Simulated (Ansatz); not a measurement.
## CdF2 (Fm-3m): converging the G0W0 gap

Wanted: a G0W0 gap for CdF2 (Fm-3m) that is converged in bands and cutoff, or an estimate of the limit.

Program: Ansatz 0.2.0. Level of theory: G0W0 on PBE, plane waves, PAW; PAW set soft_1. Results are calculated unless marked as measured.

## (1) Starting point

The structure is cubic, space group Fm-3m (No. 225). The conventional cell has a = 5.388 Å, b = 5.388 Å, c = 5.388 Å, α = 90.00°, β = 90.00°, γ = 90.00°. Nearest to Cd lie 8 F at 2.33 Å. F has 4 Cd at 2.33 Å nearest. Farther neighbours and most contacts between anions are not listed.

The cell and positions come from the Crystallography Open Database and are kept as given unless a step says otherwise.

## (2) 41 empty bands, screening to 60 eV

G0W0 replaces the xc potential by the self-energy, built once from these orbitals. Only a window of levels is corrected, while the sums run over the empty bands that the input names. This step takes PAW set soft_1 files.

The input, input.yaml:

```yaml
crystal:
  lattice:
    - [0.0, 2.694, 2.694]
    - [2.694, 0.0, 2.694]
    - [2.694, 2.694, 0.0]
  atoms:
    - { symbol: Cd, position: [0.0, 0.0, 0.0] }
    - { symbol: F, position: [0.25, 0.25, 0.25] }
    - { symbol: F, position: [0.75, 0.75, 0.75] }
kpoints:
  mp_grid: { grid: [6, 6, 6] }
hamiltonian:
  xc: pbe
  pseudopotentials: { kind: paw, azcp: { folder: soft_1 } }
scf:
  occupations: { method: fixed }
gw:
  n_empty_bands: 41
  ecut_chi: 60
  qp_bands: [v2, c2]
  qp_kpoints: band_edges
  screening: { model: contour_deformation }
```

Command:

```
$ ansatz run input.yaml --threads 24 --pin off --max-ram 82944MiB --backend cuda --events-out ev --progress --plain --runs-dir out --devices 1 --max-vram 78GiB
```

Numbers of over 12 decimals in the logs are rounded to 6 here.

The log of the run:

```text
GPUs: using 1 of 1 available (devices: 1).
Engine: ansatz 0.2.0, aarch64-unknown-linux-gnu
Pseudopotentials: kind: paw
Pseudopotential: Cd, paw, valence charge 20, recommended cutoff 420 eV (normal), soft_1/Cd.paw.azcp
Pseudopotential: F, paw, valence charge 7, recommended cutoff 420 eV (normal), soft_1/F.paw.azcp
Functional definition: PBE
  parameter kappa = 0.804
  parameter beta = 0.066725
  exchange = pbe_x(kappa = kappa, mu = beta*pi^2/3)
  correlation = pbe_c(beta = beta)
[...]
Crystal: 3 atoms, lattice volume = 39.104 Å³
Basis set: ecut = 420 eV, 749 PW (Γ)
Bands: 21, of which v1, the nominal top of the filled ones, is band 17 counted from 1 (16 counted from 0)
Symmetry: 48 space group operations
Space group: Fm-3m (ITA 225), of the structure as read, at distance tolerance 3.4e-5 Å
k-points: 16 of 216
Non-local potential: Cd, projectors of the file, l = 0: 3, l = 1: 2, l = 2: 2, l = 3: 1
Non-local potential: F, projectors of the file, l = 0: 2, l = 1: 2, l = 2: 1
PAW form: soft (Blöchl's): semilocal exchange-correlation on the pseudo side does not see the compensation charge
PAW one-centre angular grid: Cd, 590 points (default); XC on 64 Gauss nodes
PAW one-centre angular grid: F, 110 points (default); XC on 64 Gauss nodes
Initial density: superposition of atomic densities (chi_scale 0.1, normalization cell, long waves kept (reshape's long-wave potential 0.00 eV rms))
Initial wavefunctions: pseudopotential atomic-orbital guess
[...]
Functional: x = pbe(κ = 0.804, μ = 0.219515), c = pbe(β = 0.066725)
SCF iter   1: F=—  HF=-9877.399067 eV  |F-HF|=—  |Δ(HF+E_count)|=         —  Δρ=2.13e-1  dr2=1.54e1  ethr=3.10e-3  ⟨swp⟩=4.8  Hψ=1266  notcnv=0  defer=27
preconditioner: auto → none  [insulator: Δε(μ)=0.274 eV  Ē_g=17.319 eV  n_scr=14 (ndim 8)  ℏωp=30.3 eV  f_vac=0.099  ε∞_Penn≈4.1]
SCF iter   2: F=—  HF=-9873.510889 eV  |F-HF|=—  |Δ(HF+E_count)|=    3.89e0  Δρ=1.34e-1  dr2=4.31e0  ethr=3.10e-3  ⟨swp⟩=3.9  Hψ=938  notcnv=0  defer=30
SCF iter   3: F=—  HF=-9872.203602 eV  |F-HF|=—  |Δ(HF+E_count)|=    1.31e0  Δρ=2.07e-2  dr2=7.83e-2  ethr=3.10e-3  ⟨swp⟩=2.9  Hψ=751  notcnv=0  defer=2
SCF iter   4: F=—  HF=-9872.209860 eV  |F-HF|=—  |Δ(HF+E_count)|=   6.26e-3  Δρ=6.02e-3  dr2=4.62e-3  ethr=2.30e-4  ⟨swp⟩=2.9  Hψ=733  notcnv=0  defer=30
SCF iter   5: F=—  HF=-9872.213565 eV  |F-HF|=—  |Δ(HF+E_count)|=   3.70e-3  Δρ=5.62e-4  dr2=8.73e-5  ethr=1.36e-5  ⟨swp⟩=2.0  Hψ=626  notcnv=0  defer=30
SCF iter   6: F=—  HF=-9872.213652 eV  |F-HF|=—  |Δ(HF+E_count)|=   8.70e-5  Δρ=3.51e-4  dr2=3.65e-5  ethr=2.57e-7  ⟨swp⟩=2.0  Hψ=642  notcnv=0  defer=30
SCF iter   7: F=—  HF=-9872.213641 eV  |F-HF|=—  |Δ(HF+E_count)|=   1.05e-5  Δρ=7.90e-5  dr2=1.91e-6  ethr=1.07e-7  ⟨swp⟩=2.9  Hψ=549  notcnv=0  defer=20
SCF iter   8: F=-9872.213641 eV  HF=-9872.213641 eV  |F-HF|=2.03e-8  |Δ(HF+E_count)|=   5.08e-7  Δρ=9.87e-6  dr2=3.04e-8  ethr=2.94e-10  ⟨swp⟩=3.6  Hψ=1336  notcnv=0
SCF 1 converged in 8 iterations: F = -9872.213641 eV  dr2 = 3.04e-8
  greatest PAW one-centre occupation: 1.000 electrons in one spin orbital (limit 2), on the Cd atom at site 0 (counted from 0), in its partial waves of l = 1
[...]
NSCF: frozen V_eff on 16 k-points, pencils in batches of 32, up to order 84
the band table was solved once the SCF had ended and its energy, with any forces and stress, was formed, with the checks that follow a solve (1535 applications of the Hamiltonian). They found nothing against the state; the energy, forces and stress were not computed again (output.eigenvalues in the input reference)
[...]
NSCF: frozen V_eff on 16 k-points
G₀W₀ screening: q 1/16
[... further progress lines ...]
[...]
NSCF: frozen V_eff on 1 k-points
[...]
NSCF: frozen V_eff on 1 k-points
SCF converged after 8 iterations
Free energy (F): -9872.213641 eV
Harris-Foulkes:  -9872.213641 eV  (|F-HF|=2.03e-8)
Internal energy: -9872.213641 eV  (E = F + TS)
E sigma→0 (E₀):  -9872.213641 eV
Fermi energy:    6.410965 eV
--- Per-component energies (eV) ---
  E_band       = -481.016226
  E_kinetic    = 836.250349
  E_local      = -4266.744263  (includes V_loc(G=0)·N_el)
  E_nonlocal   = 298.647776
  E_hartree    = 1875.723788
  E_xc         = -309.689041
[...]
1    19     18.0313    -6.1342    -4.1266   -11.5047  0.8382    19.2892    19.2752  root
     2    16      6.0077   -34.2796     5.8687   -26.8846  0.7774     4.4422     4.4813  root
     2    17      6.0077   -34.2796     5.8687   -26.8846  0.7774     4.4422     4.4813  root
     2    18     12.3705   -12.5937    -3.3089   -17.3338  0.8357    13.8227    13.8016  root
     2    19     16.5303    -7.7873    -3.8433   -12.8624  0.8351    17.7774    17.7620  root
     3    16      6.0356   -34.3253     5.8678   -26.9337  0.7776     4.4729     4.5117  root
     3    17      6.0356   -34.3253     5.8678   -26.9337  0.7776     4.4729     4.5117  root
     3    18     13.6270   -13.0369    -3.6957   -18.4820  0.8264    15.4177    15.3764  root
     3    19     15.5933    -8.5404    -3.5135   -13.1300  0.8401    16.6869    16.6694  root
     4    16      6.0106   -33.6098     5.8904   -26.2344  0.7740     4.4884     4.5255  root
     4    17      6.0106   -33.6098     5.8904   -26.2344  0.7740     4.4884     4.5255  root
     4    18     10.7066   -11.1432    -3.2414   -15.5245  0.8489    11.8564    11.8465  root
     4    19     17.8612    -5.5015    -4.1496   -10.8412  0.8432    19.0659    19.0513  root
     5    16      5.9498   -34.0403     5.9431   -26.5783  0.7742     4.3911     4.4308  root
     5    17      6.0937   -33.5465     5.9059   -26.1751  0.7735     4.5924     4.6283  root
     5    18     12.1595   -12.1096    -3.3447   -16.8348  0.8387    13.5587    13.5399  root
     5    19     16.9055    -6.7981    -3.9751   -11.9778  0.8407    18.1284    18.1100  root
     6    16      6.0010   -33.6163     5.9682   -26.1642  0.7718     4.4792     4.5172  root
     6    17      6.1074   -33.8585     5.9019   -26.4741  0.7749     4.5881     4.6248  root
     6    18     13.6979   -12.7258    -3.7261   -18.1799  0.8271    15.4657    15.4259  root
     6    19     16.0809    -8.3428    -3.6382   -13.1098  0.8351    17.2226    17.2097  root
     7    16      6.0424   -33.2314     5.9861   -25.7945  0.7698     4.5554     4.5916  root
     7    17      6.0443   -34.1545     5.8930   -26.7483  0.7763     4.4925     4.5311  root
     7    18     13.2826   -12.6401    -3.5703   -17.8246  0.8300    14.9286    14.8968  root
[...]
14    16      5.9042   -32.6025     6.1113   -25.0557  0.7635     4.4312     4.4687  root
    14    17      6.3072   -33.5644     5.9438   -26.1996  0.7728     4.8533     4.8862  root
    14    18     14.2387   -12.5640    -3.9395   -18.3526  0.8240    16.1360    16.0878  root
    14    19     16.7609    -8.2694    -3.6977   -13.0885  0.8317    17.8925    17.8822  root
    15    16      5.8483   -31.9864     6.2145   -24.3668  0.7580     4.4063     4.4433  root
    15    17      6.4110   -33.4992     5.9533   -26.1523  0.7724     4.9862     5.0174  root
    15    18     14.5083   -12.3589    -4.0568   -18.3170  0.8232    16.4635    16.4095  root
    15    19     17.1123    -8.2097    -4.1053   -13.6512  0.8340    18.4738    18.4484  root
```

The job ended after 3 s (1 × NVIDIA GB200 (shared by 2 runs) with 24 threads of Arm Neoverse V2, shared host; peak memory 1.1 GiB; 9.9 s of CPU time).

The column dr2 measures how far the density is from self-consistency, as an energy; F and HF (Harris–Foulkes) agree once it is small.

This step gave:

* bands summed: 58
* RPA ε∞ on this mesh (eigenvalues): 2.781, 2.781, 2.781
* plane waves in the screening matrix: 51
* q-points in the mesh: 216
* G0W0 gap on the mesh: 5.501 eV
* k of the valence top: 0.1667, -0.5, -0.3333
* k of the conduction bottom: 0, 0, 0
* starting gap on the mesh: 3.118 eV
* Z at the valence top: 0.7724
* Z at the conduction bottom: 0.8608
* least direct G0W0 gap on the computed points: 6.170 eV

The gap on the mesh goes from 3.12 eV to 5.50 eV, a correction of +2.38 eV. Between the two edge states, bare exchange in place of the xc potential would open the gap by 11.85 eV, and correlation takes back 9.47 eV.

## (3) 116 empty bands, screening to 120 eV

Another rung: the empty bands reach about as high as the screening cutoff, so the two stay in balance.

input.yaml: that of step 2 with these lines changed.

```diff
@@ -17,4 +17,4 @@
 gw:
-  n_empty_bands: 41
-  ecut_chi: 60
+  n_empty_bands: 116
+  ecut_chi: 120
   qp_bands: [v2, c2]
```

The log of the run:

```text
GPUs: using 1 of 1 available (devices: 1).
[...]
Crystal: 3 atoms, lattice volume = 39.104 Å³
Basis set: ecut = 420 eV, 749 PW (Γ)
Bands: 21, of which v1, the nominal top of the filled ones, is band 17 counted from 1 (16 counted from 0)
Symmetry: 48 space group operations
[...]
k-points: 16 of 216
[...]
SCF iter   1: F=—  HF=-9877.399067 eV  |F-HF|=—  |Δ(HF+E_count)|=         —  Δρ=2.13e-1  dr2=1.54e1  ethr=3.10e-3  ⟨swp⟩=4.8  Hψ=1266  notcnv=0  defer=27
[...]
SCF iter   8: F=-9872.213641 eV  HF=-9872.213641 eV  |F-HF|=2.03e-8  |Δ(HF+E_count)|=   5.08e-7  Δρ=9.87e-6  dr2=3.04e-8  ethr=2.94e-10  ⟨swp⟩=3.6  Hψ=1336  notcnv=0
SCF 1 converged in 8 iterations: F = -9872.213641 eV  dr2 = 3.04e-8
[...]
NSCF: frozen V_eff on 16 k-points, pencils in batches of 32, up to order 84
[...]
NSCF: frozen V_eff on 16 k-points
G₀W₀ screening: q 1/16
[... further progress lines ...]
[...]
SCF converged after 8 iterations
Free energy (F): -9872.213641 eV
[...]
Internal energy: -9872.213641 eV  (E = F + TS)
E sigma→0 (E₀):  -9872.213641 eV
Fermi energy:    6.410965 eV
[...]
1    19     18.0313    -6.1342    -4.3956   -11.5047  0.8363    19.0142    19.0062  root
     2    16      6.0077   -34.2796     5.8647   -26.8846  0.7705     4.4389     4.4773  root
     2    17      6.0077   -34.2796     5.8647   -26.8846  0.7705     4.4389     4.4773  root
     2    18     12.3705   -12.5937    -3.4877   -17.3338  0.8307    13.6382    13.6228  root
     2    19     16.5303    -7.7873    -4.0479   -12.8624  0.8326    17.5676    17.5574  root
     3    16      6.0356   -34.3253     5.8629   -26.9337  0.7707     4.4686     4.5068  root
     3    17      6.0356   -34.3253     5.8629   -26.9337  0.7707     4.4686     4.5068  root
     3    18     13.6270   -13.0369    -3.9259   -18.4820  0.8211    15.1752    15.1461  root
[...]
15    16      5.8483   -31.9864     6.2280   -24.3668  0.7511     4.4215     4.4568  root
    15    17      6.4110   -33.4992     5.9581   -26.1523  0.7648     4.9921     5.0222  root
    15    18     14.5083   -12.3589    -4.3308   -18.3170  0.8181    16.1718    16.1356  root
    15    19     17.1123    -8.2097    -4.3341   -13.6512  0.8306    18.2368    18.2197  root
```

Wall time 4.8 s (1 × NVIDIA GB200 (shared by 2 runs) with 24 threads); peak memory 1.2 GiB.

Numbers from this step:

* bands summed: 133
* RPA ε∞ on this mesh (eigenvalues): 2.781, 2.781, 2.781
* plane waves in the screening matrix: 113
* q-points in the mesh: 216
* G0W0 gap on the mesh: 5.341 eV
* k of the valence top: 0.1667, -0.5, -0.3333
* k of the conduction bottom: 0, 0, 0
* starting gap on the mesh: 3.118 eV
* Z at the valence top: 0.7648
* Z at the conduction bottom: 0.8576
* least direct G0W0 gap on the computed points: 6.020 eV

Against the run with 6×6×6 mesh, 41 empty bands, screening to 60 eV, PAW set soft_1 files, the gap moves by −0.16 eV.

## (4) 251 empty bands, screening to 200 eV

input.yaml: that of step 3 with these lines changed.

```diff
@@ -17,4 +17,4 @@
 gw:
-  n_empty_bands: 116
-  ecut_chi: 120
+  n_empty_bands: 251
+  ecut_chi: 200.0
   qp_bands: [v2, c2]
```

The log of the run:

```text
GPUs: using 1 of 1 available (devices: 1).
[...]
Crystal: 3 atoms, lattice volume = 39.104 Å³
Basis set: ecut = 420 eV, 749 PW (Γ)
Bands: 21, of which v1, the nominal top of the filled ones, is band 17 counted from 1 (16 counted from 0)
Symmetry: 48 space group operations
[...]
k-points: 16 of 216
[...]
3    18     13.6270   -13.0369    -4.0707   -18.4820  0.8196    15.0240    15.0014  root
[...]
15    16      5.8483   -31.9864     6.0592   -24.3668  0.7476     4.2433     4.2880  root
    15    17      6.4110   -33.4992     5.7875   -26.1523  0.7614     4.8133     4.8517  root
    15    18     14.5083   -12.3589    -4.4874   -18.3170  0.8174    16.0078    15.9788  root
    15    19     17.1123    -8.2097    -4.3973   -13.6512  0.8298    18.1741    18.1564  root
[key lines of the parts left out:]
SCF converged after 8 iterations
Free energy (F): -9872.213641 eV
Fermi energy:    6.410965 eV
```

The job ended after 6.4 s (1 × NVIDIA GB200 (shared by 2 runs) with 24 threads; peak memory 1.4 GiB; 26 s of CPU time).

This step gave:

| Quantity | Value |
| --- | --- |
| bands summed | 268 |
| RPA ε∞ on this mesh (eigenvalues) | 2.760, 2.760, 2.760 |
| plane waves in the screening matrix | 259 |
| G0W0 gap on the mesh | 5.463 eV |
| k of the valence top | 0.1667, -0.5, -0.3333 |
| k of the conduction bottom | 0, 0, 0 |
| starting gap on the mesh | 3.118 eV |
| least direct G0W0 gap on the computed points | 6.121 eV |

Against the run with 6×6×6 mesh, 116 empty bands, screening to 120 eV, PAW set soft_1 files, the gap moves by +0.12 eV.

## (5) Changing the k mesh: 4×4×4 mesh, 116 empty bands, screening to 120 eV, PAW set soft_1 files

Only the mesh changes. It samples the long-range screening, which converges on its own terms. Bands and cutoff differ from the step before, so it is read against an earlier run that matches them.

input.yaml: that of step 4 with these lines changed.

```diff
@@ -10,3 +10,3 @@
 kpoints:
-  mp_grid: { grid: [6, 6, 6] }
+  mp_grid: { grid: [4, 4, 4] }
 hamiltonian:
@@ -17,4 +17,4 @@
 gw:
-  n_empty_bands: 251
-  ecut_chi: 200.0
+  n_empty_bands: 116
+  ecut_chi: 120
   qp_bands: [v2, c2]
```

The log of the run:

```text
GPUs: using 1 of 1 available (devices: 1).
[...]
device memory: the entry about to start is reckoned to put 2.0 GiB on a device that reports 165.9 GiB free (of which the cap on the GPU budget leaves the run 78.0 GiB)
GPU FFT provider: cuFFT
GPU libraries: cuBLAS 13.8.1, cuFFT 12.4.0, cuSOLVER 12.3.2
GPU matrix products: emulated (plane waves: as basis.precision tells), large ones in fixed point in workspaces of 1.00 GiB
[...]
1    19     17.2497    -6.9107    -4.2569   -12.1622  0.8354    18.2569    18.2443  root
[...]
7    16      5.8290   -31.9596     6.2380   -24.3280  0.7505     4.3996     4.4355  root
     7    17      6.4316   -33.5435     5.9732   -26.1848  0.7641     5.0155     5.0460  root
     7    18     14.5251   -12.4503    -4.3395   -18.4194  0.8166    16.1929    16.1546  root
     7    19     17.9406    -7.1661    -3.7766   -11.7303  0.8307    18.7402    18.7283  root
[key lines of the parts left out:]
SCF converged after 8 iterations
Free energy (F): -9872.212673 eV
Fermi energy:    6.431628 eV
```

Elapsed: 2 s, on 1 × NVIDIA GB200 (shared by 2 runs) with 24 threads; peak memory 1.1 GiB.

This step gave:

| Quantity | Value |
| --- | --- |
| bands summed | 133 |
| RPA ε∞ on this mesh (eigenvalues) | 2.807, 2.807, 2.807 |
| plane waves in the screening matrix | 113 |
| G0W0 gap on the mesh | 5.326 eV |
| k of the valence top | 0.25, -0.5, -0.25 |
| k of the conduction bottom | 0, 0, 0 |
| starting gap on the mesh | 3.098 eV |
| least direct G0W0 gap on the computed points | 6.026 eV |

Against the run with 6×6×6 mesh, 116 empty bands, screening to 120 eV, PAW set soft_1 files, the gap moves by −0.015 eV, while the start moved by −0.02 eV. A band edge is found at another k point on this mesh.

(Continued in part 2 of 2.)

[Paths, hosts, dates, memory and timing lines, banners, echoed tables and standing remarks are left out of the program output.]

[Logs are printed without paths, hosts, clocks, repeated set-up lines and the standing remarks that a program may print on its own settings, such as how far it seeks lower states.]

[Runs of the session that timed out or met a known fault of the program may be left out.]

[Cells called generated may have been cut or substituted from an entry of the Crystallography Open Database or the Materials Project.]

[Hosts, paths, dates, database ids (printed as entryN), source tags and the programs' standing remarks are cut or masked in the printed files.]
